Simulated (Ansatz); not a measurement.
**What NaB (Fm-3m) distorts into**

Aim: this structure of NaB (Fm-3m) is to be tested for unstable modes, and one is followed downhill.

Main program and level: Ansatz 0.2.0; DFT PBEsol, scalar-relativistic, plane waves, PAW.

### Step 1. The starting structure

Symmetry: Fm-3m, No. 225, cubic system. Conventional cell: a = 5.305 Å, b = 5.305 Å, c = 5.305 Å, α = 90.00°, β = 90.00°, γ = 90.00°. Nearest to Na lie 6 B at 2.65 Å. Nearest to B lie 6 Na at 2.65 Å. Farther neighbours are not listed.

### Step 2. Phonons on a q mesh

The cell comes from relaxations at this level that are not shown. Stability and thermal properties need the whole zone. Linear response on a 4×4×4 q mesh gives force constants as far as a supercell of that size would.

Input file input.yaml:

```yaml
crystal:
  lattice:
    - [0.0, 2.6524525913, 2.6524525913]
    - [2.6524525913, 0.0, 2.6524525913]
    - [2.6524525913, 2.6524525913, 0.0]
  atoms:
    - { symbol: Na, position: [0.0, 0.0, 0.0] }
    - { symbol: B, position: [0.5, 0.5, 0.5] }
kpoints:
  mp_grid: { grid: [12, 12, 12] }
hamiltonian:
  xc: pbesol
scf:
  occupations: { method: methfessel_paxton, width: 0.15 }
output:
  eigenvalues: true
phonons:
  method: dfpt
  qmesh: [4, 4, 4]
  temperatures: { t_max: 1000, t_step: 50 }
  qpath:
    path:
      - [[0.0, 0.0, 0.0], [0.5, 0.0, 0.5], [0.625, 0.25, 0.625]]
      - [[0.375, 0.375, 0.75], [0.0, 0.0, 0.0], [0.5, 0.5, 0.5], [0.5, 0.25, 0.75], [0.5, 0.0, 0.5]]
    npoints: 10
```

On the command line:

```bash
ansatz run input.yaml --threads 4 --pin off --max-ram 7168MiB --backend cpu --events-out ev --progress --plain --runs-dir out
```

Numbers of over 12 decimals in the logs are rounded to 6 here.

What it wrote:

```text
Engine: ansatz 0.2.0, x86_64-unknown-linux-gnu
Pseudopotentials: kind: paw
Pseudopotential: Na, paw, valence charge 9, recommended cutoff 420 eV (normal), Na.paw.azcp
Pseudopotential: B, paw, valence charge 3, recommended cutoff 420 eV (normal), B.paw.azcp
Functional definition: PBEsol
  exchange = pbesol_x
  correlation = pbesol_c
Crystal: 2 atoms, lattice volume = 37.323 Å³
Basis set: ecut = 420 eV, 725 PW (Γ), exchange–correlation on 54×54×54 points (8 copies of the dense FFT grid, shifted against one another)
Bands: 10, of which v1, the nominal top of the filled ones, is band 6 counted from 1 (5 counted from 0)
Symmetry: 48 space group operations
k-points: 72 of 1728
Non-local potential: Na, projectors of the file, l = 0: 3, l = 1: 2, l = 2: 1
Non-local potential: B, projectors of the file, l = 0: 2, l = 1: 2, l = 2: 1
PAW form: soft (Blöchl's): semilocal exchange-correlation on the pseudo side does not see the compensation charge
PAW frozen core: Na, regenerated for the run's functional, and the local potential with it (the file was generated under x = pbe(κ = 0.804, μ = 0.219515), c = pbe(β = 0.066725))
PAW frozen core: B, regenerated for the run's functional, and the local potential with it (the file was generated under x = pbe(κ = 0.804, μ = 0.219515), c = pbe(β = 0.066725))
PAW one-centre angular grid: Na, 110 points (default); XC on 64 Gauss nodes
PAW one-centre angular grid: B, 110 points (default); XC on 64 Gauss nodes
Initial density: superposition of atomic densities (neutral atoms: chi_scale 0, normalization atom), corrected by the library's trained network
Initial wavefunctions: pseudopotential atomic-orbital guess
Functional: x = pbesol(κ = 0.804, μ = 0.123457), c = pbesol(β = 0.046)
SCF iter   1: F=—  HF=-1624.680084 eV  |F-HF|=—  |Δ(HF+E_count)|=         —  Δρ=3.16e-3  dr2=2.51e-3  ethr=1.77e-3  ⟨swp⟩=4.9  Hψ=3937  notcnv=0
preconditioner: auto → none  [metal: Δε(μ)=0.058 eV  Ē_g=8.016 eV  σ=0.150 eV  W_gap=0.30  n_scr=8 (ndim 8)  ℏωp=12.2 eV  f_vac=0.000  D(μ)=1.13/eV (n_scr^D=8)  sad-step TF]
SCF iter   2: F=—  HF=-1624.678355 eV  |F-HF|=—  |Δ(HF+E_count)|=   1.73e-3  S|Δr|=    0.00e0  Δρ=1.00e-3  dr2=3.90e-4  ethr=2.09e-5  ⟨swp⟩=2.4  Hψ=1695  notcnv=0
SCF iter   3: F=—  HF=-1624.678189 eV  |F-HF|=—  |Δ(HF+E_count)|=   1.66e-4  S|Δr|=    0.00e0  Δρ=2.25e-4  dr2=1.59e-5  ethr=3.25e-6  ⟨swp⟩=2.0  Hψ=1099  notcnv=0
SCF iter   4: F=—  HF=-1624.678188 eV  |F-HF|=—  |Δ(HF+E_count)|=   1.55e-6  S|Δr|=    0.00e0  Δρ=1.20e-4  dr2=5.94e-6  ethr=1.32e-7  ⟨swp⟩=2.0  Hψ=1147  notcnv=0
SCF iter   5: F=—  HF=-1624.678185 eV  |F-HF|=—  |Δ(HF+E_count)|=   2.50e-6  S|Δr|=    0.00e0  Δρ=6.88e-5  dr2=1.94e-6  ethr=4.95e-8  ⟨swp⟩=1.3  Hψ=770  notcnv=0
SCF iter   6: F=—  HF=-1624.678184 eV  |F-HF|=—  |Δ(HF+E_count)|=   7.34e-7  S|Δr|=    0.00e0  Δρ=4.21e-6  dr2=3.82e-9  ethr=1.62e-8  ⟨swp⟩=2.8  Hψ=1157  notcnv=0
SCF iter   7: F=—  HF=-1624.678184 eV  |F-HF|=—  |Δ(HF+E_count)|=   6.00e-8  S|Δr|=    0.00e0  Δρ=6.31e-7  dr2=1.91e-10  ethr=3.18e-11  ⟨swp⟩=2.0  Hψ=1138  notcnv=0
SCF iter   8: F=-1624.678184 eV  HF=-1624.678184 eV  |F-HF|=1.59e-12  |Δ(HF+E_count)|=  6.87e-11  S|Δr|=    0.00e0  Δρ=7.98e-8  dr2=2.46e-12  ethr=1.00e-12  ⟨swp⟩=3.9  Hψ=2939  notcnv=0
SCF 1 converged in 8 iterations: F = -1624.678184 eV  dr2 = 2.46e-12
  greatest PAW one-centre occupation: 0.999 electrons in one spin orbital (limit 2), on the Na atom at site 0 (counted from 0), in its partial waves of l = 0
Initial density: read from a saved state, or passed on in memory by an earlier SCF of this step, an earlier step, the calling program or the single point that the run made first
iter 1 solved again at ethr=2.87e-7 eV; its pass at ethr=3.10e-3 eV (dr2=3.45e-5 eV) is discarded
SCF iter   1: F=—  HF=-1624.678184 eV  |F-HF|=—  |Δ(HF+E_count)|=         —  Δρ=8.21e-7  dr2=1.56e-10  ethr=2.87e-7  ⟨swp⟩=3.0  Hψ=5974  notcnv=0
eigensolver tolerance schedule: the retry pair's looser diagonalisation over-reported the residual by 220672.53 of it (diagonalisation noise at an unbounded share of the residual, at the tolerance the schedule requests for it); recorded, not acted on — ethr = c·dr2/N_el stays at c = 1.0e-1
preconditioner: auto → none  [metal: Δε(μ)=0.057 eV  Ē_g=8.012 eV  σ=0.150 eV  W_gap=0.30  n_scr=8 (ndim 8)  ℏωp=12.2 eV  f_vac=0.000  D(μ)=1.15/eV (n_scr^D=8)]
SCF iter   2: F=—  HF=-1624.678184 eV  |F-HF|=—  |Δ(HF+E_count)|=   5.27e-7  S|Δr|=    0.00e0  Δρ=7.54e-7  dr2=1.15e-10  ethr=1.30e-12  ⟨swp⟩=3.3  Hψ=1594  notcnv=0
SCF iter   3: F=—  HF=-1624.678184 eV  |F-HF|=—  |Δ(HF+E_count)|=  5.66e-11  S|Δr|=    0.00e0  Δρ=3.98e-7  dr2=3.07e-11  ethr=1.00e-12  ⟨swp⟩=2.1  Hψ=1124  notcnv=0
SCF iter   4: F=-1624.678184 eV  HF=-1624.678184 eV  |F-HF|=6.82e-13  |Δ(HF+E_count)|=  1.86e-11  S|Δr|=    0.00e0  Δρ=5.56e-8  dr2=5.85e-13  ethr=1.00e-12  ⟨swp⟩=1.0  Hψ=2100  notcnv=0
SCF 2 converged in 4 iterations: F = -1624.678184 eV  dr2 = 5.85e-13
phonons: the bands overlap, so this run is a metal and interpolates without the dipole-dipole term. If the crystal is really an insulator or semiconductor, its LO-TO splitting is missing
NSCF: frozen V_eff on 72 k-points
NSCF: frozen V_eff on 163 k-points
DFPT response loops at q = (0, 0, 0) (fractional): preconditioner auto → Kerker (q_TF=auto, 2.258 Å⁻¹) (partly filled bands, converged f_vac=0.000); β = 1.00, the filter's whole step (`scf.mixing.beta` (0.50) is not read by the response loops under this deck's `scf.mixing.preconditioner`; to damp them name `kerker` or `kerker_dos`, under which they read `scf.mixing.beta`, and type it under 1.00, their step now; both keys bind the ground state too); Broyden in place of MSR1
NSCF: frozen V_eff on 1872 k-points
DFPT response loops at q = (0, 0, 0.25) (fractional): mixed as the last ones told, above
NSCF: frozen V_eff on 952 k-points
DFPT response loops at q = (0, 0, -0.5) (fractional): mixed as the last ones told, above
NSCF: frozen V_eff on 1020 k-points
DFPT response loops at q = (0, 0.25, 0.25) (fractional): mixed as the last ones told, above
NSCF: frozen V_eff on 3456 k-points
DFPT response loops at q = (0, 0.25, -0.5) (fractional): mixed as the last ones told, above
NSCF: frozen V_eff on 1872 k-points
DFPT response loops at q = (0, 0.25, -0.25) (fractional): mixed as the last ones told, above
NSCF: frozen V_eff on 560 k-points
DFPT response loops at q = (0, -0.5, -0.5) (fractional): mixed as the last ones told, above
NSCF: frozen V_eff on 1020 k-points
DFPT response loops at q = (0.25, -0.5, -0.25) (fractional): mixed as the last ones told, above
SCF converged after 8 iterations
Stability not checked: this state was not tested for a lower state beside it, because cold or Methfessel-Paxton smearing, or corrected tetrahedra, fill the levels in a way that the test cannot read (fill_not_monotonic; see scf.lower_state_search)
Free energy (F): -1624.678184 eV
Harris-Foulkes:  -1624.678184 eV  (|F-HF|=1.59e-12)
Internal energy: -1624.677152 eV  (E = F + TS)
E sigma→0 (E₀):  -1624.677926 eV
Entropy (-TS):   -0.001033 eV (-0.516 meV/atom)
Fermi energy:    2.880952 eV
--- Per-component energies (eV) ---
  E_band       = -216.933054
  E_kinetic    = 155.886219
  E_local      = -1374.907756  (includes V_loc(G=0)·N_el)
  E_nonlocal   = 131.888408
  E_hartree    = 496.437292
  E_xc         = -65.644768
  E_vxc        = -81.598571  (∫ρ·V_xc dr)
  E_paw        = -328.508480  (= ΣΔE_a)
  E_vpaw       = -41.075875  (= ΣTr[D̂ρ^β])
  E_aug_tail   = -0.000041  (compensation charges beyond the density's cutoff)
  E_ewald      = -639.897430
  E_core_change = 0.069405  (= ΣΔE_core)
  E_smearing   = -0.001033  (= −TS)
  E_closure    = 0.000000  (closes the sum)
  Σ components = -1624.678184   (vs F -1624.678184, Δ=0.00e0)
--- Band table (eV; the first three rows and the last of 72) ---
  k-point 0: bands = ["-47.8939", "-19.9813", "-19.9813", "-19.9813", "-4.3873", "5.3616", "5.3616", "5.3616", "10.6503", "13.1471"]
  k-point 1: bands = ["-47.8937", "-19.9846", "-19.9816", "-19.9816", "-4.2995", "5.0279", "5.3099", "5.3099", "10.8376", "12.6326"]
  k-point 2: bands = ["-47.8933", "-19.9937", "-19.9826", "-19.9826", "-4.0416", "4.1928", "5.1758", "5.1758", "10.9913", "12.2932"]
  k-point 71: bands = ["-47.8910", "-20.0112", "-20.0112", "-19.9987", "-1.7165", "2.2903", "2.2903", "3.3623", "11.6553", "12.1296"]
--- Phonons (Γ-DFPT): 2 representative perturbations + reference (Σ response iterations 6) ---
  ASR residual: 8.097e-5 → 0.000e0 eV/Å²; symmetrization residual: 2.190e-6 eV/Å²
  ASR residual per site (eV/Å²): 8.10e-5 3.88e-5
  Γ frequencies (cm⁻¹): 0.00 0.00 0.00 305.82 305.82 305.82
--- Phonons (arbitrary-q DFPT): 8 irreducible q on the 4×4×4 mesh ---
  q = [0.0000, 0.0000, 0.0000] (star 1, of the zone-centre solve; hermiticity 1.73e-6, symmetrization 1.08e-12): -0.00 0.00 0.00 305.82 305.82 305.82
  q = [0.0000, 0.0000, 0.2500] (star 8, 2 solved perturbations on 936 of 1728 k-point pairs; hermiticity 6.88e-7, symmetrization 6.68e-13): 66.46 108.51 108.51 263.07 281.51 281.51
  q = [0.0000, 0.0000, -0.5000] (star 4, 2 solved perturbations on 476 of 1728 k-point pairs; hermiticity 1.20e-13, symmetrization 8.01e-13): -68.52 181.77 181.77 197.73 235.80 235.80
  q = [0.0000, 0.2500, 0.2500] (star 6, 4 solved perturbations in 1608 linear systems a pass and spin channel, the states on 510 of 1728 k-point pairs; hermiticity 6.75e-7, symmetrization 7.72e-13): -79.91 -79.91 183.67 218.54 299.93 299.93
  q = [0.0000, 0.2500, -0.5000] (star 24, 4 solved perturbations in 5328 linear systems a pass and spin channel, the states on 1728 of 1728 k-point pairs; hermiticity 6.91e-7, symmetrization 4.92e-13): -148.29 57.05 58.95 251.01 279.21 281.13
  q = [0.0000, 0.2500, -0.2500] (star 12, 4 solved perturbations in 2892 linear systems a pass and spin channel, the states on 936 of 1728 k-point pairs; hermiticity 9.34e-7, symmetrization 4.84e-13): -112.62 131.07 180.73 193.16 242.60 299.72
  q = [0.0000, -0.5000, -0.5000] (star 3, 4 solved perturbations in 886 linear systems a pass and spin channel, the states on 280 of 1728 k-point pairs; hermiticity 7.32e-7, symmetrization 4.22e-13): -206.40 -131.51 -131.51 283.28 304.86 304.86
  q = [0.2500, -0.5000, -0.2500] (star 6, 4 solved perturbations in 1544 linear systems a pass and spin channel, the states on 510 of 1728 k-point pairs; hermiticity 5.19e-7, symmetrization 9.75e-13): -174.27 -174.27 186.57 206.47 287.41 287.41
  sum rule: each row above includes the acoustic sum rule's correction from the zone centre's row sums; it moved no ω² by more than (0.99 cm⁻¹)²
  mesh force constants: q→R imaginary residual 8.43e-18; ASR residual 8.097e-5 → 0.000e0 eV/Å²; symmetrization residual 2.220e-15 eV/Å²
  interpolated dispersion: 62 rows × 6 modes
  density of states and harmonic sums: on the 20×20×20 q-mesh, interpolated from the force constants of a 4×4×4 supercell (no non-analytic term)
  largest difference from the sums on the solved wave vectors: F 8.35e-2 eV, S 1.14e-4 and C_V 3.15e-5 eV/K
  zero-point energy: 0.060574 eV/cell   skipped modes (ω ≤ 0): 396, of them read as no rigid motion or as one in doubt: 393 (1.545e0 modes/cell left out, lowest -206.40 cm⁻¹)   left out of the sums: 2.58e-1 of the cell's modes: C_V's classical limit lies that fraction below 3 k_B per atom; for a crystal, a wire or a layer, F and S can be off by more, and a phonons.interpolated_qmesh denser along its periods is the remedy for the sampling
```

Wall time 91 s (4 threads of Intel Xeon Platinum 8488C (Sapphire Rapids), shared host); peak memory 1.7 GiB.

This step gave:

- volume per atom: 18.66 Å³
- gap on the k-mesh: 0 eV
- sum-rule residual before enforcement: 8.10e-5 eV/Å²
- lowest frequency on the path: -206.4 cm⁻¹
- point group: m-3m
- highest frequency on the path or at a solved wavevector: 305.8 cm⁻¹
- highest optical mode at the zone centre (no LO-TO term): 305.8 cm⁻¹
- lowest optical zone-centre mode: 305.8 cm⁻¹
- lowest mode on the q mesh (acoustic modes at Γ apart): -206.4 cm⁻¹

Frequencies (cm⁻¹) solved at each irreducible wavevector; negative means imaginary. Frequencies by wavevector, by row:

```csv
q in reciprocal lattice units,star,mode 1,mode 2,mode 3,mode 4,mode 5,mode 6
0 0 0,1,0,0,0,305.8,305.8,305.8
0 0 0.25,8,66.5,108.5,108.5,263.1,281.5,281.5
0 0 -0.5,4,-68.5,181.8,181.8,197.7,235.8,235.8
0 0.25 0.25,6,-79.9,-79.9,183.7,218.5,299.9,299.9
0 0.25 -0.5,24,-148.3,57,59,251,279.2,281.1
0 0.25 -0.25,12,-112.6,131.1,180.7,193.2,242.6,299.7
0 -0.5 -0.5,3,-206.4,-131.5,-131.5,283.3,304.9,304.9
0.25 -0.5 -0.25,6,-174.3,-174.3,186.6,206.5,287.4,287.4
```

Interpolated from a 4×4×4 q mesh. The phonon branches at the labelled points (cm⁻¹):

```csv
point,branch 1,branch 2,branch 3,branch 4,branch 5,branch 6
Γ,0,0,0,306,306,306
halfway,-80,-80,184,218,300,300
X,-206,-132,-132,283,305,305
halfway,-202,-123,-112,284,294,298
U,-184,-91,25,263,282,286
jump to K,-184,-91,25,263,282,286
halfway,-80,130,163,226,259,302
Γ,0,0,0,306,306,306
halfway,66,108,108,263,282,282
L,-68,182,182,198,236,236
halfway,-142,39,188,193,269,277
W,-174,-174,187,206,287,287
halfway,-198,-145,-23,278,284,298
X,-206,-132,-132,283,305,305
```

The phonon branches as a text plot (rows in cm⁻¹):

```
    295 |***********************************            *********
    274 |   *     **********     ***       ***       ****   *****
    252 |        *        * ******          ****   ***      *
    231 |    ** *          *    *             * ***
    210 |      *            *                  **       ****
    188 |      *             ***                 **********
    167 |    **              ** *              **  *       *
    146 |   *               *  * *            *     *
    124 |       *            ** *            *              *
    103 |  *               *     ***        *        *
     82 |                   *     **       *                 *
     60 |                           *     ****
     39 | *                          *   *    *       *
     18 |                 *             *
     -4 |*                            **
    -25 | **                        **         *
    -46 |   *            * *      **
    -68 |    **                  *              ***
    -89 |      ***      * *    **                  *   *      *
   -110 |        ***   ***   **                     *          *
   -132 |           ****                             ** *     ***
   -153 |         **        *                          **   **
   -174 |                 **                             ***
   -196 |           ******                                  *****
         Γ           X  U|K            Γ         L        W     X
```

Symmetry leaves 8 wavevectors to solve. The lowest mode among them, the acoustic zeros apart, lies at q = (0, -0.5, -0.5) and is imaginary, 206.4i cm⁻¹, so the energy falls along it.

### Step 3. The mode frozen in, largest atomic shift 0 Å

The mode followed lies at q = (0.25, -0.5, -0.25) with frequency 174.3i cm⁻¹ and is 2-fold degenerate, one of the unstable modes though not the softest. At small amplitude the distorted cell has space group no. 72 by a symmetry search on the positions. The undistorted cell that holds it gives the zero of energy on the same k mesh.

System of this step: NaB. It takes space group Fm-3m (No. 225, cubic). The conventional cell has a = 5.305 Å, b = 5.305 Å, c = 5.305 Å, α = 90.00°, β = 90.00°, γ = 90.00°. Nearest to Na lie 6 B at 2.65 Å. Nearest to B lie 6 Na at 2.65 Å. Farther neighbours are not listed.

Input file input.yaml:

```yaml
crystal:
  lattice:
    - [0.0, 0.0, -5.3049051826]
    - [5.3049051826, 0.0, 0.0]
    - [2.6524525913, -5.3049051826, -2.6524525913]
  atoms:
    - { symbol: Na, position: [0.75, 0.25, 0.5] }
    - { symbol: Na, position: [0.25, 0.75, 0.5] }
    - { symbol: Na, position: [0.5, 0.5, 0.0] }
    - { symbol: Na, position: [0.0, 0.0, 0.0] }
    - { symbol: B, position: [0.5, 0.0, 0.0] }
    - { symbol: B, position: [0.0, 0.5, 0.0] }
    - { symbol: B, position: [0.25, 0.25, 0.5] }
    - { symbol: B, position: [0.75, 0.75, 0.5] }
kpoints:
  mp_grid: { grid: [8, 8, 8] }
hamiltonian:
  xc: pbesol
scf:
  occupations: { method: methfessel_paxton, width: 0.15 }
output:
  forces: true
  stress: true
  eigenvalues: true
```

What it wrote:

```text
[...]
Crystal: 8 atoms, lattice volume = 149.291 Å³
Basis set: ecut = 420 eV, 2913 PW (Γ), exchange–correlation on 72×72×90 points (8 copies of the dense FFT grid, shifted against one another)
Bands: 32, of which v1, the nominal top of the filled ones, is band 24 counted from 1 (23 counted from 0)
Symmetry: 64 space group operations
[...]
k-points: 59 of 512
[...]
k-point 0: bands = [... 20 lower, 1.3488, 2.2893, 2.2893, 2.2893, 2.2893, 3.3599, 3.3599, 3.8907, ... 4 higher]
  k-point 1: bands = [... 20 lower, 1.5469, 1.8886, 1.8886, 2.7700, 2.7700, 3.4322, 3.4322, 3.9331, ... 4 higher]
  k-point 2: bands = [... 20 lower, 1.5919, 1.5919, 2.0407, 3.2796, 3.2796, 3.6133, 3.6133, 4.0578, ... 4 higher]
  k-point 58: bands = [... 20 lower, 1.3599, 1.3599, 1.3599, 1.3599, 4.0930, 4.0930, 4.0930, 4.0930, ... 4 higher]
[key lines of the parts left out:]
SCF converged after 7 iterations
Free energy (F): -6498.704367 eV
Fermi energy:    2.864017 eV
P = ⅓ Tr σ = -0.0531 GPa (-0.531 kbar)
```

Wall time 2.6 s (4 threads); peak memory 0.6 GiB.

This step gave:

| Property | Result |
| --- | --- |
| pressure | -0.05312 GPa |
| energy from the undistorted cell | 0 meV/atom |

The run ends at a pressure of -0.05 GPa.

### Step 4. The mode frozen in, largest atomic shift 0.6 Å

The atoms are moved along the unstable eigenvector, the largest shift by 0.6 Å, with the cell fixed.

input.yaml, the sections that differ from step 3:

```yaml
crystal:
  lattice:
    - [0.0, 0.0, -5.3049051826]
    - [5.3049051826, 0.0, 0.0]
    - [2.6524525913, -5.3049051826, -2.6524525913]
  atoms:
    - { symbol: Na, position: [0.6865577297, 0.25, 0.5] }
    - { symbol: Na, position: [0.3134422703, 0.75, 0.5] }
    - { symbol: Na, position: [0.5634422703, 0.5, 0.0] }
    - { symbol: Na, position: [-0.0634422703, 0.0, 0.0] }
    - { symbol: B, position: [0.3868971302, 0.0, 0.0] }
    - { symbol: B, position: [0.1131028698, 0.5, 0.0] }
    - { symbol: B, position: [0.1368971302, 0.25, 0.5] }
    - { symbol: B, position: [0.8631028698, 0.75, 0.5] }
# kpoints, hamiltonian, scf, output: as in step 3
```

What it wrote:

```text
[...]
Crystal: 8 atoms, lattice volume = 149.291 Å³
Basis set: ecut = 420 eV, 2913 PW (Γ), exchange–correlation on 72×72×90 points (8 copies of the dense FFT grid, shifted against one another)
Bands: 32, of which v1, the nominal top of the filled ones, is band 24 counted from 1 (23 counted from 0)
Symmetry: 8 space group operations
[...]
k-points: 95 of 512
[...]
k-point 0: bands = [... 20 lower, 1.2111, 1.9277, 2.2041, 2.7237, 2.8378, 2.8910, 3.3051, 4.5523, ... 4 higher]
  k-point 1: bands = [... 20 lower, 1.4335, 1.6825, 2.4057, 2.5095, 2.9186, 3.2036, 3.4516, 4.5324, ... 4 higher]
  k-point 2: bands = [... 20 lower, 1.4228, 1.8828, 2.2282, 2.9253, 3.0615, 3.6063, 3.7678, 4.4591, ... 4 higher]
  k-point 94: bands = [... 20 lower, 1.4388, 1.4388, 1.7624, 1.7624, 3.8338, 3.8338, 5.0261, 5.0261, ... 4 higher]
[key lines of the parts left out:]
SCF converged after 7 iterations
Free energy (F): -6499.492333 eV
Fermi energy:    2.964585 eV
P = ⅓ Tr σ = -2.3047 GPa (-23.047 kbar)
```

The job ended after 3.8 s (4 threads; peak memory 0.7 GiB; 14 s of CPU time).

Numbers from this step:

```yaml
pressure: -2.305 GPa
energy_from_the_undistorted_cell: -98.61 meV/atom
```

The energy, extrapolated to zero smearing, is -98.61 meV/atom against the undistorted cell.

The run ends at a pressure of -2.30 GPa, with forces up to 0.66 eV/Å.

(Continued in part 2 of 3.)

[Logs are printed without paths, hosts, clocks, repeated set-up lines and the standing remarks that a program may print on its own settings, such as how far it seeks lower states.]

[Hosts, paths, dates, database ids (printed as entryN), source tags and the programs' standing remarks are cut or masked in the printed files.]
